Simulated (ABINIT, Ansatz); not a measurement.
# GdAl (Pm-3m): phonons by linear response, part 3 of 5

Aim: the phonon dispersion of GdAl (Pm-3m), checked by a second program.

ABINIT 10.8.3; DFT PBEsol, scalar-relativistic, plane waves, PseudoDojo norm-conserving, 4f in core pseudopotentials (the lanthanide files made for PBE).

So far. Step 4 (Self-consistent run for the response): The cell stands at -0.22 GPa: the relaxation ran with a smoothed and higher cutoff and on another k mesh. Step 5 (Linear response at Γ): The acoustic modes at Γ come out as far as 6.7 cm⁻¹ from zero, where they should vanish, a small numerical error. The relaxed cell has a = 3.588 Å (conventional setting).

### 7. Linear response at Γ

The zone centre is solved again, so that all wavevectors share one k mesh.

Contents of dfpt_gamma.abi:

```

# common to the responses
getwfk_filepath "gso_WFK"
kptopt 2
nqpt 1
qpt 0.0 0.0 0.0
asr 0
chneut 0

# displacements
rfphon 1
rfatpol 1 2
rfdir 1 1 1
tolvrs 1.0d-10
prtwf 0
prtpot 1

# basis, mesh and filling
ecut 22.0
ixc -116133
ngkpt 8 8 8
nshiftk 1
shiftk 0.0 0.0 0.0
istwfk *1
occopt 7
tsmear 0.01
nband 13
nstep 100
diemac 1000000.0
prtebands 0
prtgsr 0
useylm 1

# cell and atoms
acell 6.780251003 6.780251003 6.780251003
rprim 
    1.0 0.0 0.0
    0.0 1.0 0.0
    0.0 0.0 1.0
ntypat 2
znucl 64 13
natom 2
typat 1 2
xred 
    0.0 0.0 0.0
    0.5 0.5 0.5
pp_dirpath "./pseudo"
pseudos "Gd.upf, Al.upf"
```

Command:

```bash
OMP_NUM_THREADS=1 mpirun -n 4 abinit dfpt_gamma.abi > dfpt_gamma.log
```

Numbers of over 12 decimals in the logs are rounded to 6 here.

dfpt_gamma.abo, the main output file:

```text
[banners, grids, parts of the stress and lines that vanish by symmetry left out]
- input  file    -> dfpt_gamma.abi
- output file    -> dfpt_gamma.abo
- root for input  files -> dfpt_gammai
- root for output files -> dfpt_gammao

 Symmetries : space group Pm -3 m (#221); Bravais cP (primitive cubic)
================================================================================
 Values of the parameters that define the memory need of the present run (RF).
     intxc =       0      iscf =       7    lmnmax =      25     lnmax =       7
     mgfft =      30  mpssoang =       4    mqgrid =    3001     natom =       2
  nloc_mem =       1    nspden =       1   nspinor =       1    nsppol =       1
      nsym =      48    n1xccc =    2501    ntypat =       2    occopt =       7
   xclevel =       2
-    mband =          13        mffmem =           1         mkmem =          65
-   mkqmem =          65        mk1mem =          65           mpw =        1568
      nfft =       27000          nkpt =         260
- my_mband =          13
================================================================================
================================================================================

--------------------------------------------------------------------------------
------------- Echo of variables that govern the present computation ------------
--------------------------------------------------------------------------------
-
- outvars: echo of selected default values
-   iomode0 =  0 , fftalg0 =312 , wfoptalg0 =  0
-
- outvars: echo of global parameters not present in the input file
-  max_nthreads =    1
-
 -outvars: echo values of preprocessed input variables
 [... echo left out ...]
================================================================================

 chkinp: Checking input parameters for consistency.

[...]
== DATASET  1 ==================================================================
-   mpi_nproc: 4, omp_nthreads: 1 (-1 if OMP is not activated)

--- !DatasetInfo
iteration_state: {dtset: 1, }
dimensions: {natom: 2, nkpt: 260, mband: 13, nsppol: 1, nspinor: 1, nspden: 1, mpw: 1568, }
cutoff_energies: {ecut:  22.0, pawecutdg:  -1.0, }
electrons: {nelect:   1.40000000E+01, charge:   0.00000000E+00, occopt:   7.00000000E+00, tsmear:   1.00000000E-02, }
meta: {optdriver: 1, rfphon: 1, }
...

 mkfilename: getwfk from: gso_WFK

 Real(R)+Recip(G) space primitive vectors, cartesian coordinates (Bohr,Bohr^-1):
 R(1)=  6.7802510  0.0000000  0.0000000  G(1)=  0.1474872  0.0000000  0.0000000
 R(2)=  0.0000000  6.7802510  0.0000000  G(2)=  0.0000000  0.1474872  0.0000000
 R(3)=  0.0000000  0.0000000  6.7802510  G(3)=  0.0000000  0.0000000  0.1474872
 Unit cell volume ucvol=  3.1170037E+02 bohr^3
 Angles (23,13,12)=  9.00000000E+01  9.00000000E+01  9.00000000E+01 degrees
 setup1 : take into account q-point for computing boxcut.

 getcut: wavevector=  0.0000  0.0000  0.0000  ngfft=  30  30  30
         ecut(hartree)=     22.000   => boxcut(ratio)=   2.09555

--- Pseudopotential description ------------------------------------------------
- pspini: atom type   1  psp file is ./pseudo/Gd.upf

- pspini: atom type   2  psp file is ./pseudo/Al.upf

   4.20855621E+02                                ecore*ucvol(ha*bohr**3)
--------------------------------------------------------------------------------

 ==>  initialize data related to q vector <==

 The list of irreducible perturbations for this q vector is:
    1)    idir= 1    ipert=   1
    2)    idir= 1    ipert=   2

[...]
The perturbation idir=   2  ipert=   1 is
 symmetric of a previously calculated perturbation.
 So, its SCF calculation is not needed.

 The perturbation idir=   3  ipert=   1 is
 symmetric of a previously calculated perturbation.
 So, its SCF calculation is not needed.

 The perturbation idir=   2  ipert=   2 is
 symmetric of a previously calculated perturbation.
 So, its SCF calculation is not needed.

 The perturbation idir=   3  ipert=   2 is
 symmetric of a previously calculated perturbation.
 So, its SCF calculation is not needed.

--------------------------------------------------------------------------------
 Perturbation wavevector (in red.coord.)   0.000000  0.000000  0.000000
 Perturbation : displacement of atom   1   along direction   1
 Found     8 symmetries that leave the perturbation invariant.

[...]
dfpt_looppert : total number of electrons, from k and k+q
  fully or partially occupied states are    1.400000E+01 and    1.400000E+01.
 Initialisation of the first-order wave-functions :
  ireadwf=   0

--- !BeginCycle
iteration_state: {dtset: 1, }
solver: {iscf: 7, nstep: 100, nline: 4, wfoptalg: 0, }
tolerances: {tolvrs: 1.00E-10, }
...

     iter   2DEtotal(Ha)        deltaE(Ha) residm    vres2
-ETOT  1   9.139575     -3.444E+03 1.036E+03 5.700E+02
 ETOT  2   2.102447     -7.037E+00 4.406E+01 1.710E+01
 ETOT  3   1.972558     -1.299E-01 8.750E+00 1.239E+00
 ETOT  4   1.966615     -5.943E-03 1.940E+00 5.307E-02
 ETOT  5   1.966209     -4.065E-04 1.633E+00 1.761E-02
[...]
At SCF step   12       vres2   =  3.33E-12 < tolvrs=  1.00E-10 =>converged.
[...]
Mean square residual over all n,k,spin=   11.537E-05; max=  87.349E-03

 Thirteen components of 2nd-order total energy (hartree) are
 1,2,3: 0th-order hamiltonian combined with 1st-order wavefunctions
     kin0=   5.90926790E+02 eigvalue=   9.26823051E+01  local=  -3.27241615E+02
 4,5,6: 1st-order hamiltonian combined with 1st and 0th-order wfs
 loc psp =  -1.28488813E+03  Hartree=   3.16287712E+02     xc=  -7.68658906E+01
 note that "loc psp" includes a xc core correction that could be resolved
 7,8,9: eventually, occupation + non-local contributions
    edocc=   1.60460235E+02     enl0=   2.69501055E+03   enl1=  -5.61763205E+03
 1-9 gives the relaxation energy (to be shifted if some occ is /=2.0)
   erelax=  -3.45126009E+03
 10,11,12 Non-relaxation  contributions : frozen-wavefunctions and Ewald
 fr.local=   6.12162796E+02 fr.nonlo=   2.80942622E+03  Ewald=   2.03871622E+01
 13,14 Frozen wf xc core corrections (1) and (2)
 frxc 1  =  -1.23159447E+02  frxc 2 =   1.34409516E+02
 Resulting in :
 2DEtotal=    0.1966159141E+01 Ha. Also 2DEtotal=    0.535019157963E+02 eV
    (2DErelax=   -3.4512600919E+03 Ha. 2DEnonrelax=    3.4532262511E+03 Ha)
    (  non-var. 2DEtotal :    1.9661599366E+00 Ha)

[...]
Perturbation wavevector (in red.coord.)   0.000000  0.000000  0.000000
 Perturbation : displacement of atom   2   along direction   1
 Found     8 symmetries that leave the perturbation invariant.

--------------------------------------------------------------------------------

--------------------------------------------------------------------------------

 dfpt_looppert : total number of electrons, from k and k+q
  fully or partially occupied states are    1.400000E+01 and    1.400000E+01.
 Initialisation of the first-order wave-functions :
  ireadwf=   0

--- !BeginCycle
iteration_state: {dtset: 1, }
solver: {iscf: 7, nstep: 100, nline: 4, wfoptalg: 0, }
tolerances: {tolvrs: 1.00E-10, }
...

     iter   2DEtotal(Ha)        deltaE(Ha) residm    vres2
-ETOT  1   2.500027     -2.560E+01 3.357E+01 5.375E+02
[...]
ETOT  9   1.952982     -1.251E-09 9.501E-02 1.387E-08
 ETOT 10   1.952982     -1.567E-10 1.669E-03 2.213E-11

 At SCF step   10       vres2   =  2.21E-11 < tolvrs=  1.00E-10 =>converged.
[...]
Mean square residual over all n,k,spin=   61.174E-07; max=  16.695E-04

 Thirteen components of 2nd-order total energy (hartree) are
 1,2,3: 0th-order hamiltonian combined with 1st-order wavefunctions
     kin0=   2.10801496E+01 eigvalue=  -1.70185622E+00  local=  -1.42089110E+01
 4,5,6: 1st-order hamiltonian combined with 1st and 0th-order wfs
 loc psp =  -2.05074869E+00  Hartree=   5.13185492E+00     xc=  -2.17655989E+00
 note that "loc psp" includes a xc core correction that could be resolved
 7,8,9: eventually, occupation + non-local contributions
    edocc=   2.26714354E+00     enl0=   1.57584544E+01   enl1=  -5.02498028E+01
 1-9 gives the relaxation energy (to be shifted if some occ is /=2.0)
   erelax=  -2.61502762E+01
 10,11,12 Non-relaxation  contributions : frozen-wavefunctions and Ewald
 fr.local=  -2.22408667E+01 fr.nonlo=   3.07796543E+01  Ewald=   2.03871622E+01
 13,14 Frozen wf xc core corrections (1) and (2)
 frxc 1  =  -3.79433767E+00  frxc 2 =   2.97164597E+00
 Resulting in :
 2DEtotal=    0.1952981870E+01 Ha. Also 2DEtotal=    0.531433439922E+02 eV
    (2DErelax=   -2.6150276165E+01 Ha. 2DEnonrelax=    2.8103258034E+01 Ha)
    (  non-var. 2DEtotal :    1.9529823035E+00 Ha)

[...]
---- first-order wavefunction calculations are completed ----

 ==> Compute Derivative Database <==

 [... matrices left out ...]
  Phonon wavevector (reduced coordinates) :  0.00000  0.00000  0.00000
 Phonon energies in Hartree :
   2.679916E-05  2.679916E-05  2.679916E-05  1.006091E-03  1.006091E-03
   1.006091E-03
 Phonon frequencies in cm-1    :
-  5.881735E+00  5.881735E+00  5.881735E+00  2.208114E+02  2.208114E+02
-  2.208114E+02

== END DATASET(S) ==============================================================
================================================================================

 -outvars: echo values of variables after computation
            acell      6.7802510030E+00  6.7802510030E+00  6.7802510030E+00 Bohr
           etotal      1.9529818699E+00
            fcart      0.0000000000E+00  0.0000000000E+00  0.0000000000E+00
           strten      0.0000000000E+00  0.0000000000E+00  0.0000000000E+00
================================================================================
```

Run time: 30 s. Hardware: 4 MPI ranks of Arm Neoverse V1, shared host.

This step gave:

* largest acoustic frequency at the zone centre before the sum rule: 5.88 cm⁻¹

The acoustic modes at Γ come out as far as 5.9 cm⁻¹ from zero, where they should vanish, a small numerical error.

### 8. Phonons on a q mesh

Linear response treats each wavevector of the 4×4×4 mesh in the unit cell; the first-order potentials are kept for the electron-phonon matrix elements.

Contents of dfpt_q.abi:

```
ndtset 9

# wavevectors
qpt1 0.25 0.0 0.0
qpt2 0.5 0.0 0.0
qpt3 0.25 0.25 0.0
qpt4 0.5 0.25 0.0
qpt5 0.5 0.5 0.0
qpt6 0.25 0.25 0.25
qpt7 0.5 0.25 0.25
qpt8 0.5 0.5 0.25
qpt9 0.5 0.5 0.5

# displacements
getwfk_filepath "gso_WFK"
getwfq_filepath "gso_WFK"
kptopt 3
nqpt 1
rfphon 1
rfatpol 1 2
rfdir 1 1 1
tolvrs 1.0d-10
prtwf 0
prtpot 1

# basis, mesh and filling
ecut 22.0
ixc -116133
ngkpt 8 8 8
nshiftk 1
shiftk 0.0 0.0 0.0
istwfk *1
occopt 7
tsmear 0.01
nband 13
nstep 100
diemac 1000000.0
prtebands 0
prtgsr 0
useylm 1

# cell and atoms
acell 6.780251003 6.780251003 6.780251003
rprim 
    1.0 0.0 0.0
    0.0 1.0 0.0
    0.0 0.0 1.0
ntypat 2
znucl 64 13
natom 2
typat 1 2
xred 
    0.0 0.0 0.0
    0.5 0.5 0.5
pp_dirpath "./pseudo"
pseudos "Gd.upf, Al.upf"
```

Command:

```bash
OMP_NUM_THREADS=1 mpirun -n 4 abinit dfpt_q.abi > dfpt_q.log
```

dfpt_q.abo, the main output file:

```text
[banners, grids, parts of the stress and lines that vanish by symmetry left out]
- input  file    -> dfpt_q.abi
- output file    -> dfpt_q.abo
- root for input  files -> dfpt_qi
[...]
DATASET    1 : space group Pm -3 m (#221); Bravais cP (primitive cubic)
[...]
nfft =       27000          nkpt =         512
[...]
DATASET    2 : space group Pm -3 m (#221); Bravais cP (primitive cubic)
[...]
nfft =       27000          nkpt =         512
[...]
DATASET    3 : space group Pm -3 m (#221); Bravais cP (primitive cubic)
[...]
nfft =       27000          nkpt =         512
[...]
DATASET    4 : space group Pm -3 m (#221); Bravais cP (primitive cubic)
[...]
nfft =       27000          nkpt =         512
[...]
DATASET    8 : space group Pm -3 m (#221); Bravais cP (primitive cubic)
[...]
nfft =       27000          nkpt =         512
[...]
DATASET    9 : space group Pm -3 m (#221); Bravais cP (primitive cubic)
[...]
nfft =       27000          nkpt =         512
[...]
== DATASET  1 ==================================================================
[...]
cutoff_energies: {ecut:  22.0, pawecutdg:  -1.0, }
[...]
Perturbation : displacement of atom   1   along direction   1
[...]
-ETOT  1   18.891539966385     -3.670E+03 1.037E+03 1.518E+05
 ETOT  2   3.292791     -1.560E+01 5.582E+01 1.358E+03
 ETOT  3   3.114731     -1.781E-01 1.345E+01 1.433E+03
 ETOT  4   3.038256     -7.647E-02 1.091E+01 4.202E+00
 ETOT  5   3.037386     -8.702E-04 1.239E+00 9.400E-01
[...]
At SCF step   15       vres2   =  1.03E-11 < tolvrs=  1.00E-10 =>converged.
[...]
Perturbation : displacement of atom   1   along direction   2
[...]
-ETOT  1   9.751230     -3.438E+03 1.038E+03 3.776E+02
[...]
At SCF step   13       vres2   =  3.65E-12 < tolvrs=  1.00E-10 =>converged.
[...]
Perturbation : displacement of atom   2   along direction   1
[...]
-ETOT  1   13.451632335596     -3.220E+01 2.168E+01 1.959E+05
[...]
At SCF step   13       vres2   =  8.36E-12 < tolvrs=  1.00E-10 =>converged.
[...]
Perturbation : displacement of atom   2   along direction   2
[...]
-ETOT  1   2.570198     -2.510E+01 2.300E+01 3.806E+02
[...]
At SCF step   11       vres2   =  1.72E-11 < tolvrs=  1.00E-10 =>converged.
[...]
Phonon wavevector (reduced coordinates) :  0.25000  0.00000  0.00000
 Phonon energies in Hartree :
[...]
Phonon frequencies in cm-1    :
-  6.515058E+01  6.515058E+01  7.906573E+01  2.195875E+02  2.195875E+02
-  2.230147E+02
[...]
== DATASET  2 ==================================================================
[...]
cutoff_energies: {ecut:  22.0, pawecutdg:  -1.0, }
[...]
Perturbation : displacement of atom   1   along direction   1
[...]
-ETOT  1   17.234243576151     -3.684E+03 1.035E+03 3.176E+04
[...]
Perturbation : displacement of atom   1   along direction   2
[...]
-ETOT  1   9.248990     -3.432E+03 1.037E+03 1.215E+02
[...]
Perturbation : displacement of atom   2   along direction   1
[...]
-ETOT  1   15.781639687669     -3.074E+01 2.363E+01 6.985E+04
[...]
Perturbation : displacement of atom   2   along direction   2
[...]
-ETOT  1   2.577391     -2.466E+01 2.146E+01 2.333E+02
[...]
Phonon wavevector (reduced coordinates) :  0.50000  0.00000  0.00000
 Phonon energies in Hartree :
[...]
Phonon frequencies in cm-1    :
-  8.558190E+01  8.558190E+01  1.277057E+02  2.186942E+02  2.186942E+02
-  2.213443E+02
[...]
== DATASET  3 ==================================================================
[...]
cutoff_energies: {ecut:  22.0, pawecutdg:  -1.0, }
[...]
Perturbation : displacement of atom   1   along direction   1
[...]
-ETOT  1   14.487932180988     -3.556E+03 1.039E+03 3.045E+04
[...]
Perturbation : displacement of atom   1   along direction   3
[...]
-ETOT  1   9.668658     -3.432E+03 1.037E+03 2.878E+02
[...]
Perturbation : displacement of atom   2   along direction   1
[...]
-ETOT  1   6.271741     -3.058E+01 2.517E+01 3.091E+04
[...]
Perturbation : displacement of atom   2   along direction   3
[...]
-ETOT  1   2.634710     -2.465E+01 1.932E+01 2.586E+02
[...]
Phonon wavevector (reduced coordinates) :  0.25000  0.25000  0.00000
 Phonon energies in Hartree :
[...]
Phonon frequencies in cm-1    :
-  3.574248E+01  7.382853E+01  1.037884E+02  2.222710E+02  2.233951E+02
-  2.378469E+02
[...]
== DATASET  4 ==================================================================
[...]
cutoff_energies: {ecut:  22.0, pawecutdg:  -1.0, }
[...]
Perturbation : displacement of atom   1   along direction   1
[...]
-ETOT  1   16.022672437239     -3.617E+03 1.037E+03 1.681E+04
[...]
Perturbation : displacement of atom   1   along direction   2
[...]
-ETOT  1   12.886782868506     -3.501E+03 1.037E+03 7.404E+03
[...]
Phonon wavevector (reduced coordinates) :  0.50000  0.25000  0.00000
 Phonon energies in Hartree :
[...]
Phonon frequencies in cm-1    :
-  6.285364E+01  7.660578E+01  9.287249E+01  2.267651E+02  2.384250E+02
-  2.400406E+02
[...]
== DATASET  5 ==================================================================
[...]
Phonon wavevector (reduced coordinates) :  0.50000  0.50000  0.00000
 Phonon energies in Hartree :
[...]
Phonon frequencies in cm-1    :
-  2.860764E+01  2.860764E+01  6.975022E+01  2.359142E+02  2.558188E+02
-  2.558188E+02
[...]
== DATASET  6 ==================================================================
[...]
Phonon wavevector (reduced coordinates) :  0.25000  0.25000  0.25000
 Phonon energies in Hartree :
[...]
Phonon frequencies in cm-1    :
-  7.709053E+01  7.709053E+01  8.758910E+01  2.301079E+02  2.301079E+02
-  2.450780E+02
[...]
== DATASET  7 ==================================================================
[...]
Perturbation : displacement of atom   2   along direction   1
[...]
-ETOT  1   5.738517     -3.253E+01 1.815E+01 1.139E+04
[...]
Perturbation : displacement of atom   2   along direction   2
[...]
-ETOT  1   2.933807     -2.843E+01 2.067E+01 4.925E+02
[...]
Phonon wavevector (reduced coordinates) :  0.50000  0.25000  0.25000
 Phonon energies in Hartree :
[...]
Phonon frequencies in cm-1    :
-  4.932116E+01  9.707978E+01  1.075507E+02  2.192926E+02  2.462502E+02
-  2.570480E+02
[...]
== DATASET  8 ==================================================================
[...]
cutoff_energies: {ecut:  22.0, pawecutdg:  -1.0, }
[...]
Perturbation : displacement of atom   1   along direction   1
[...]
-ETOT  1   13.504805169916     -3.538E+03 1.034E+03 3.929E+03
[...]
Perturbation : displacement of atom   1   along direction   3
[...]
-ETOT  1   13.154213306054     -3.468E+03 1.034E+03 6.194E+03
[...]
Perturbation : displacement of atom   2   along direction   1
[...]
-ETOT  1   3.185090     -3.221E+01 2.407E+01 1.008E+03
[...]
Perturbation : displacement of atom   2   along direction   3
[...]
-ETOT  1   3.025581     -2.717E+01 1.745E+01 9.788E+01
[...]
Phonon wavevector (reduced coordinates) :  0.50000  0.50000  0.25000
 Phonon energies in Hartree :
[...]
Phonon frequencies in cm-1    :
-  9.060704E+01  9.060704E+01  1.079791E+02  2.431669E+02  2.536209E+02
-  2.536209E+02
[...]
== DATASET  9 ==================================================================
[...]
cutoff_energies: {ecut:  22.0, pawecutdg:  -1.0, }
[...]
Perturbation : displacement of atom   1   along direction   1
[...]
-ETOT  1   12.834629552243     -3.515E+03 1.032E+03 3.046E+03
[...]
At SCF step   14       vres2   =  4.64E-12 < tolvrs=  1.00E-10 =>converged.
[...]
Perturbation : displacement of atom   2   along direction   1
[...]
-ETOT  1   3.222497     -3.044E+01 1.639E+01 1.614E+02
[...]
ETOT  9   2.988555     -9.490E-10 4.160E-02 4.160E-10
 ETOT 10   2.988555     -1.550E-10 3.395E-02 9.188E-12
 At SCF step   10       vres2   =  9.19E-12 < tolvrs=  1.00E-10 =>converged.
[...]
Phonon wavevector (reduced coordinates) :  0.50000  0.50000  0.50000
 Phonon energies in Hartree :
[...]
Phonon frequencies in cm-1    :
-  1.247759E+02  1.247759E+02  1.247759E+02  2.523224E+02  2.523224E+02
-  2.523224E+02
[...]
fcart6     0.0000000000E+00  0.0000000000E+00  0.0000000000E+00
   
================================================================================
```

It took 34 min on 4 MPI ranks; 2.3 h of CPU time.

Numbers from this step:

* lowest mode on the q mesh (acoustic ones at the zone centre apart): 28.61 cm⁻¹

Frequencies (cm⁻¹) before the sum rule at the irreducible wavevectors but Γ, which is solved apart; negative means imaginary. Frequencies by wavevector:

```tsv
q (fractions)	star	mode 1	mode 2	mode 3	mode 4	mode 5	mode 6
0.25 0 0	6	65.15	65.15	79.07	219.6	219.6	223
0.5 0 0	3	85.58	85.58	127.7	218.7	218.7	221.3
0.25 0.25 0	12	35.74	73.83	103.8	222.3	223.4	237.8
0.5 0.25 0	12	62.85	76.61	92.87	226.8	238.4	240
0.5 0.5 0	3	28.61	28.61	69.75	235.9	255.8	255.8
0.25 0.25 0.25	8	77.09	77.09	87.59	230.1	230.1	245.1
0.5 0.25 0.25	12	49.32	97.08	107.5	219.3	246.2	257.1
0.5 0.5 0.25	6	90.61	90.61	108	243.2	253.6	253.6
0.5 0.5 0.5	1	124.8	124.8	124.8	252.3	252.3	252.3
```

(Continued in part 4 of 5.)

[Host names and launcher messages were left out of these logs when they were recorded.]

[Logs are printed without paths, hosts, clocks, repeated set-up lines and the standing remarks that a program may print on its own settings, such as how far it seeks lower states.]

[Hosts, paths, dates, database ids (printed as entryN), source tags and the programs' standing remarks are cut or masked in the printed files.]
